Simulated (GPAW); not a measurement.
**Screening of a field by Ta2NS2 MXene monolayer**

Wanted: the out-of-plane polarisability of Ta2NS2 MXene monolayer.

Main program and level: GPAW 26.7.0; GPAW, PAW setups; layer in a repeated cell with vacuum, relaxation of atoms and in-plane cell, in the first sound run; inputs show where later runs differ.

This is a report of a sequence of runs, with most program output left out.

**1. The starting structure**

The cell holds 5 atoms: 2 S, 2 Ta and 1 N. Its edges and angles: a = 3.155 Å, b = 3.155 Å, c = 24.144 Å, α = 90.0°, β = 90.0°, γ = 120.0°. Vacuum lies along c.

**2. Relaxing the atoms**

Forces are removed first; all later runs use this geometry.

File run.py:

```python
import json
import numpy as np
from ase import Atoms
from ase.filters import FrechetCellFilter
from ase.optimize import BFGS
from gpaw import GPAW, PW

slab = Atoms(
    ['S', 'Ta', 'N', 'Ta', 'S'],
    positions=[
        [-0.00000, 1.82130, 9.00000],
        [1.57729, 0.91065, 10.82737],
        [0.00000, 0.00000, 12.07208],
        [-0.00000, 1.82130, 13.31679],
        [1.57729, 0.91065, 15.14416]],
    cell=[[3.15458, 0.0, 0.0], [-1.57729, 2.73195, 0.0], [0.0, 0.0, 24.1442]],
    pbc=[True, True, True])

slab.calc = GPAW(mode=PW(600), xc='PBE', kpts={'size': (12, 12, 1), 'gamma': True},
                 occupations={'name': 'fermi-dirac', 'width': 0.05}, nbands='160%',
                 convergence={'density': 1e-05}, maxiter=200,
                 symmetry={'tolerance': 1e-3}, txt='slab.txt')
result = {}
# The in-plane cell is free; stress needs a cell that repeats along all three vectors
path = []
opt = BFGS(FrechetCellFilter(slab, mask=[1, 1, 0, 0, 0, 1]), maxstep=0.2)
opt.attach(lambda: path.append((slab.get_potential_energy(), slab.positions.tolist(), slab.get_forces().tolist())))
result['relaxed'] = bool(opt.run(fmax=0.02, steps=45))
result['path'] = path
result['cell'] = slab.cell.tolist()
print('in-plane lattice', slab.cell.cellpar().round(4)[[0, 1, 5]])
energy = slab.get_potential_energy()
fermi = slab.calc.get_fermi_level()
v = slab.calc.get_electrostatic_potential().mean((0, 1)) - fermi
n = slab.calc.get_pseudo_density().mean((0, 1))
L = slab.cell[2, 2]
z = np.arange(len(v)) * L / len(v)
low, high = slab.positions[:, 2].min(), slab.positions[:, 2].max()
below, above = np.interp([low - 6.8, high + 6.8], z, v)
slopes = [np.interp(x, z, np.gradient(v, z)) for x in (low - 6.8, high + 6.8)]
eps = np.array([[slab.calc.get_eigenvalues(k, s) for k in range(len(slab.calc.get_ibz_k_points()))]
                for s in range(slab.calc.get_number_of_spins())]) - fermi
top, bottom = eps[eps < 0].max(), eps[eps > 0].min()
dipole = slab.get_dipole_moment()[2]
print(f'energy {energy:.4f} eV, Fermi level {fermi:.4f} eV, dipole {dipole:.5f} e A')
print(f'potential 6.8 A off the faces, from the Fermi level: lower {below:.4f} eV, upper {above:.4f} eV')
print(f'slope of the potential there: lower {slopes[0]:.5f}, upper {slopes[1]:.5f} eV/A')
print(f'nearest levels on the mesh: {top:.4f} and {bottom:.4f} eV')
print('magnetic moment', round(slab.get_magnetic_moment(), 3))
result.update(energy=energy, fermi=fermi, dipole=dipole, below=below, above=above, slopes=slopes, edges=[top, bottom],
              z=z.tolist(), v=v.tolist(), n=n.tolist(), positions=slab.positions.tolist(),
              forces=slab.get_forces(apply_constraint=False).tolist(), moments=slab.get_magnetic_moments().tolist())
json.dump(result, open('result.json', 'w'))
```

On the command line:

```
> OMP_NUM_THREADS=1 OPENBLAS_NUM_THREADS=1 python run.py
```

The job ended after 23 min (1 thread of Arm Neoverse V1, shared host; peak memory 0.51 GiB).

This step gave:

* dipole along the normal: -6.78e-4 e·Å
* levels nearest the Fermi level on the mesh: -0.03169, 0.1488 eV from the Fermi level

The electrostatic potential energy of an electron (without an applied field's), less the Fermi level, planar mean oscillates, so the rows of the table below give means over windows of 1.72 Å about each position, cut where the curve ends. Its maxima inside the range that stand out by 2 % of the span (Å: eV): 10.0: -6.30, 11.7: -10.5, 12.4: -10.5, 14.1: -6.29. Its minima: 9.3: -17.6, 11.0: -22.4, 12.1: -14.5, 13.2: -22.4, 14.8: -17.6.

Table of electrostatic potential energy of an electron (without an applied field's), less the Fermi level, planar mean by z; means over each step:

z (Å), electrostatic potential energy of an electron (without an applied field's), less the Fermi level, planar mean (eV) and a bar from the least value:
```
     0.86        5.1 ##############################
     2.58        5.1 ##############################
     4.30        5.1 ##############################
     6.02        5.1 ##############################
     7.74        4.2 #############################
     9.46       -9.5 #########
    11.18      -15.8 
    12.90      -15.9 
    14.62       -9.9 #########
    16.34        4.0 #############################
    18.06        5.1 ##############################
    19.78        5.1 ##############################
    21.50        5.1 ##############################
    23.22        5.1 ##############################
```

The pseudo valence density, planar mean by z:

```tsv
z (Å)	pseudo valence density, planar mean (e/Å³)
6.0	6.8e-5
6.5	3.3e-4
7.0	0.00161
7.5	0.00806
8.0	0.0405
8.5	0.175
9.0	0.385
9.5	0.437
10.0	0.454
10.5	0.712
11.0	1.21
11.5	0.687
12.0	0.723
12.5	0.665
13.0	1.07
13.5	0.938
14.0	0.460
14.5	0.477
15.0	0.386
15.5	0.243
16.0	0.0633
16.5	0.0128
17.0	0.00256
17.5	5.2e-4
18.0	1.1e-4
```

The relaxation lowered the energy of the cell by 0.846 eV (energies extrapolated to zero smearing; the optimiser's log prints free energies). The largest force left on a free atom is 0.0013 eV/Å.

**3. The slab's potential**

The work function is the vacuum plateau of the electrostatic potential less the Fermi level; a dipole layer lets the two faces have plateaus of their own.

This step: GPAW, PAW setups; slab in vacuum (GPAW 26.7.0).

The cell differs from the one that the last finished run ended in (c 24.144 → 23.480 Å).

Edit run.py of step 2 so:

```diff
@@ -3,4 +3,2 @@
 from ase import Atoms
-from ase.filters import FrechetCellFilter
-from ase.optimize import BFGS
 from gpaw import GPAW, PW
@@ -10,23 +8,16 @@
     positions=[
-        [-0.00000, 1.82130, 9.00000],
-        [1.57729, 0.91065, 10.82737],
-        [0.00000, 0.00000, 12.07208],
-        [-0.00000, 1.82130, 13.31679],
-        [1.57729, 0.91065, 15.14416]],
-    cell=[[3.15458, 0.0, 0.0], [-1.57729, 2.73195, 0.0], [0.0, 0.0, 24.1442]],
-    pbc=[True, True, True])
+        [-0.00000, 1.90289, 9.00000],
+        [1.64795, 0.95144, 10.59492],
+        [-0.00000, -0.00000, 11.74018],
+        [-0.00000, 1.90289, 12.88544],
+        [1.64795, 0.95144, 14.48036]],
+    cell=[[3.29589, -0.0, 0.0], [-1.64795, 2.85433, 0.0], [0.0, 0.0, 23.4804]],
+    pbc=[True, True, False])
 
-slab.calc = GPAW(mode=PW(600), xc='PBE', kpts={'size': (12, 12, 1), 'gamma': True},
+slab.calc = GPAW(mode=PW(500), xc='PBE', kpts={'size': (12, 12, 1), 'gamma': True},
                  occupations={'name': 'fermi-dirac', 'width': 0.05}, nbands='160%',
                  convergence={'density': 1e-05}, maxiter=200,
+                 poissonsolver={'dipolelayer': 'xy'},
                  symmetry={'tolerance': 1e-3}, txt='slab.txt')
 result = {}
-# The in-plane cell is free; stress needs a cell that repeats along all three vectors
-path = []
-opt = BFGS(FrechetCellFilter(slab, mask=[1, 1, 0, 0, 0, 1]), maxstep=0.2)
-opt.attach(lambda: path.append((slab.get_potential_energy(), slab.positions.tolist(), slab.get_forces().tolist())))
-result['relaxed'] = bool(opt.run(fmax=0.02, steps=45))
-result['path'] = path
-result['cell'] = slab.cell.tolist()
-print('in-plane lattice', slab.cell.cellpar().round(4)[[0, 1, 5]])
 energy = slab.get_potential_energy()
```

The job ended after 2 min (1 thread; peak memory 0.28 GiB).

This step gave:

```yaml
dipole_along_the_normal: -6.91e-4 e·Å
levels_nearest_the_fermi_level_on_the_mesh: -0.03182, 0.1484 eV from the Fermi level
upper_work_function: 5.074 eV
lower_work_function: 5.061 eV
```

The electrostatic potential energy of an electron (without an applied field's), less the Fermi level, planar mean by z:

```tsv
z (Å)	electrostatic potential energy of an electron (without an applied field's), less the Fermi level, planar mean (eV)
0.0	5.07
0.5	5.06
1.0	5.06
1.5	5.06
2.0	5.06
2.5	5.06
3.0	5.06
3.5	5.06
4.0	5.06
4.5	5.06
5.0	5.06
5.5	5.06
6.0	5.06
6.5	5.04
7.0	4.98
7.5	4.66
8.0	3.07
8.5	-4.13
9.0	-17.6
9.5	-7.62
10.0	-10.2
10.5	-21.8
11.0	-15.7
11.5	-11.6
12.0	-11.3
12.5	-16.2
13.0	-21.5
13.5	-9.71
14.0	-7.89
14.5	-17.4
15.0	-3.62
15.5	3.21
16.0	4.70
16.5	5.00
17.0	5.06
17.5	5.07
18.0	5.07
18.5	5.07
19.0	5.07
19.5	5.07
20.0	5.07
20.5	5.07
21.0	5.07
21.5	5.07
22.0	5.07
22.5	5.07
23.0	5.07
```

The pseudo valence density, planar mean by z:

z (Å), pseudo valence density, planar mean (e/Å³) and a bar:
```
        5       0.00 
        6       0.00 
        7       0.00 
        8       0.11 ###
        9       0.38 ##########
       10       0.54 ##############
       11       0.83 #####################
       12       0.70 ##################
       13       1.17 ##############################
       14       0.47 ############
       15       0.33 ########
       16       0.02 #
       17       0.00 
       18       0.00
```

The potential is flat to 1.9e-4 eV/Å where it is read, so the vacuum is wide enough.

**4. In a field**

A uniform field along the normal polarises the slab; the atoms stay fixed, so this is the electronic response alone.

Edit run.py of step 3 so:

```diff
@@ -4,2 +4,3 @@
 from gpaw import GPAW, PW
+from gpaw.external import ConstantElectricField
 
@@ -20,2 +21,3 @@
                  poissonsolver={'dipolelayer': 'xy'},
+                 external=ConstantElectricField(-0.2, [0, 0, 1]),
                  symmetry={'tolerance': 1e-3}, txt='slab.txt')
```

The job ended after 7.9 min (1 thread; peak memory 0.61 GiB).

Numbers from this step:

```
dipole along the normal                                         : -0.07644 e·Å
levels nearest the Fermi level on the mesh                      : -0.03183, 0.1484 eV from the Fermi level
potential below the slab, the applied field's own ramp left out : 4.335 eV from the Fermi level
potential above the slab, the applied field's own ramp left out : 5.805 eV from the Fermi level
```

Electrostatic potential energy of an electron (without an applied field's), less the Fermi level, planar mean against z:

```tsv
z (Å)	electrostatic potential energy of an electron (without an applied field's), less the Fermi level, planar mean (eV)
0.0	5.07
0.5	4.33
1.0	4.33
1.5	4.33
2.0	4.33
2.5	4.33
3.0	4.33
3.5	4.33
4.0	4.33
4.5	4.33
5.0	4.33
5.5	4.33
6.0	4.33
6.5	4.32
7.0	4.26
7.5	3.95
8.0	2.39
8.5	-4.74
9.0	-18.1
9.5	-8.05
10.0	-10.5
10.5	-22.0
11.0	-15.8
11.5	-11.6
12.0	-11.3
12.5	-16.0
13.0	-21.3
13.5	-9.37
14.0	-7.45
14.5	-16.9
15.0	-3.00
15.5	3.89
16.0	5.41
16.5	5.72
17.0	5.79
17.5	5.80
18.0	5.80
18.5	5.80
19.0	5.80
19.5	5.80
20.0	5.80
20.5	5.80
21.0	5.80
21.5	5.80
22.0	5.80
22.5	5.80
23.0	5.80
```

The dipole is now -0.0764 e Å, against -6.9e-4 in the run without a field.

**5. In a field**

Edit run.py of step 4 so:

```diff
@@ -21,3 +21,3 @@
                  poissonsolver={'dipolelayer': 'xy'},
-                 external=ConstantElectricField(-0.2, [0, 0, 1]),
+                 external=ConstantElectricField(-0.1, [0, 0, 1]),
                  symmetry={'tolerance': 1e-3}, txt='slab.txt')
```

Wall time 7.6 min (1 thread); peak memory 0.61 GiB.

This step gave:

- dipole along the normal: -0.03822 e·Å
- levels nearest the Fermi level on the mesh: -0.03182, 0.1484 eV from the Fermi level
- potential below the slab, the applied field's own ramp left out: 4.700 eV from the Fermi level
- potential above the slab, the applied field's own ramp left out: 5.436 eV from the Fermi level

The electrostatic potential energy of an electron (without an applied field's), less the Fermi level, planar mean oscillates, so the rows of the table below give means over windows of 1.69 Å about each position, cut where the curve ends. Its maxima inside the range that stand out by 2 % of the span (Å: eV): 9.7: -6.49, 11.4: -10.5, 12.1: -10.4, 13.8: -6.09. Its minima: 9.0: -18.0, 10.6: -22.5, 11.7: -14.5, 12.9: -22.3, 14.5: -17.5.

Table of electrostatic potential energy of an electron (without an applied field's), less the Fermi level, planar mean by z; means over each step:

```tsv
z (Å)	electrostatic potential energy of an electron (without an applied field's), less the Fermi level, planar mean (eV)
0.84	4.74
2.54	4.70
4.23	4.70
5.92	4.69
7.61	3.19
9.30	-10.8
10.99	-16.1
12.68	-15.7
14.37	-9.25
16.05	4.55
17.75	5.43
19.44	5.44
21.12	5.44
22.82	5.41
```

The dipole is now -0.0382 e Å, against -6.9e-4 in the run without a field.

**6. In a field**

Edit run.py of step 5 so:

```diff
@@ -21,3 +21,3 @@
                  poissonsolver={'dipolelayer': 'xy'},
-                 external=ConstantElectricField(-0.1, [0, 0, 1]),
+                 external=ConstantElectricField(-0.05, [0, 0, 1]),
                  symmetry={'tolerance': 1e-3}, txt='slab.txt')
```

Elapsed: 7.6 min, on 1 thread; peak memory 0.61 GiB.

**7. Field on**

Edit run.py of step 6 so:

```diff
@@ -21,3 +21,3 @@
                  poissonsolver={'dipolelayer': 'xy'},
-                 external=ConstantElectricField(-0.05, [0, 0, 1]),
+                 external=ConstantElectricField(0.05, [0, 0, 1]),
                  symmetry={'tolerance': 1e-3}, txt='slab.txt')
```

The job ended after 7.5 min (1 thread; peak memory 0.62 GiB).

The electrostatic potential energy of an electron (without an applied field's), less the Fermi level, planar mean by z:

z (Å), electrostatic potential energy of an electron (without an applied field's), less the Fermi level, planar mean (eV) and a bar from the least value:
```
      0.0        5.1 ##############################
      0.5        5.3 ##############################
      1.0        5.3 ##############################
      1.5        5.3 ##############################
      2.0        5.3 ##############################
      2.5        5.3 ##############################
      3.0        5.3 ##############################
      3.5        5.3 ##############################
      4.0        5.3 ##############################
      4.5        5.3 ##############################
      5.0        5.3 ##############################
      5.5        5.2 ##############################
      6.0        5.2 ##############################
      6.5        5.2 ##############################
      7.0        5.2 ##############################
      7.5        4.8 ##############################
      8.0        3.2 ############################
      8.5       -4.0 ####################
      9.0      -17.5 #####
      9.5       -7.5 ################
     10.0      -10.1 #############
     10.5      -21.7 
     11.0      -15.7 #######
     11.5      -11.6 ###########
     12.0      -11.3 ############
     12.5      -16.2 ######
     13.0      -21.6 
     13.5       -9.8 #############
     14.0       -8.0 ###############
     14.5      -17.6 #####
     15.0       -3.8 ####################
     15.5        3.0 ############################
     16.0        4.5 #############################
     16.5        4.8 ##############################
     17.0        4.9 ##############################
     17.5        4.9 ##############################
     18.0        4.9 ##############################
     18.5        4.9 ##############################
     19.0        4.9 ##############################
     19.5        4.9 ##############################
     20.0        4.9 ##############################
     20.5        4.9 ##############################
     21.0        4.9 ##############################
     21.5        4.9 ##############################
     22.0        4.9 ##############################
     22.5        4.9 ##############################
     23.0        4.9 ##############################
```

**8. In a field**

Edit run.py of step 7 so:

```diff
@@ -21,3 +21,3 @@
                  poissonsolver={'dipolelayer': 'xy'},
-                 external=ConstantElectricField(0.05, [0, 0, 1]),
+                 external=ConstantElectricField(0.1, [0, 0, 1]),
                  symmetry={'tolerance': 1e-3}, txt='slab.txt')
```

Elapsed: 7.5 min, on 1 thread; peak memory 0.61 GiB.

The electrostatic potential energy of an electron (without an applied field's), less the Fermi level, planar mean oscillates, so the rows of the table below give means over windows of 1.69 Å about each position, cut where the curve ends. Its maxima inside the range that stand out by 2 % of the span (Å: eV): 9.7: -6.09, 11.4: -10.4, 12.1: -10.5, 13.8: -6.49. Its minima: 9.0: -17.5, 10.6: -22.3, 11.7: -14.5, 12.9: -22.5, 14.5: -18.0.

Table of electrostatic potential energy of an electron (without an applied field's), less the Fermi level, planar mean by z; means over each step:

```tsv
z (Å)	electrostatic potential energy of an electron (without an applied field's), less the Fermi level, planar mean (eV)
0.84	5.39
2.54	5.44
4.23	5.44
5.92	5.43
7.61	3.89
9.30	-10.4
10.99	-16.0
12.68	-15.8
14.37	-9.76
16.05	3.84
17.75	4.70
19.44	4.70
21.12	4.70
22.82	4.73
```

The dipole is now 0.0382 e Å, against -6.9e-4 in the run without a field.

**9. In a field**

Edit run.py of step 8 so:

```diff
@@ -21,3 +21,3 @@
                  poissonsolver={'dipolelayer': 'xy'},
-                 external=ConstantElectricField(0.1, [0, 0, 1]),
+                 external=ConstantElectricField(0.2, [0, 0, 1]),
                  symmetry={'tolerance': 1e-3}, txt='slab.txt')
```

Elapsed: 7.9 min, on 1 thread; peak memory 0.62 GiB.

The dipole is now 0.0764 e Å, against -6.9e-4 in the run without a field.

**10. Field on**

Edit run.py of step 9 so:

```diff
@@ -21,3 +21,3 @@
                  poissonsolver={'dipolelayer': 'xy'},
-                 external=ConstantElectricField(0.2, [0, 0, 1]),
+                 external=ConstantElectricField(0.3, [0, 0, 1]),
                  symmetry={'tolerance': 1e-3}, txt='slab.txt')
```

Run time: 8.2 min. Hardware: 1 thread; peak memory 0.62 GiB.

The dipole is now 0.115 e Å, against -6.9e-4 in the run without a field.

**11. The series**

The members are put on one axis.

This step: induced dipole against applied field (GPAW 26.7.0).

The dipole along the normal by field:

```tsv
field (V/Å)	dipole along the normal (e·Å)
-0.200	-0.0764
-0.100	-0.0382
-0.050	-0.0191
0.000	-6.9e-4
0.050	0.0191
0.100	0.0382
0.200	0.0764
0.300	0.115
```

**12. Outcome**

| Property | Result |
| --- | --- |
| work function, upper and lower face | 5.074 and 5.061 eV |
| dipole along the normal | -6.9e-4 e Å |
| induced dipole per field | 0.382 e Å per V/Å |
| out-of-plane polarisability per area, α/(ε0 A) | 7.35 Å |

In words: The field induces 0.382 e Å per V/Å, a polarisable thickness α/(ε0 A) of 7.35 Å beside 5.48 Å between the outermost nuclei. A perfect conductor would give the distance between its two image planes; a dielectric of thickness t gives t(1 - 1/ε). The induced dipole is linear in the field over this range. The starting lattice was a guess from atomic radii; the relaxation moved it by 4 %. The small printed dipole stands for a step of 13 meV from the lower to the upper face, and the probes find 12 meV; values this small are near the numerical noise of both. The cell holds an odd number of electrons, so without spin polarisation it must come out metallic and without a moment, whatever its true state. The layer's cell and atoms come from the relaxation; spin-orbit coupling and temperature are left out.

[Logs are printed without paths, hosts, clocks, repeated set-up lines and the standing remarks that a program may print on its own settings, such as how far it seeks lower states.]

[Hosts, paths, dates, database ids (printed as entryN), source tags and the programs' standing remarks are cut or masked in the printed files.]
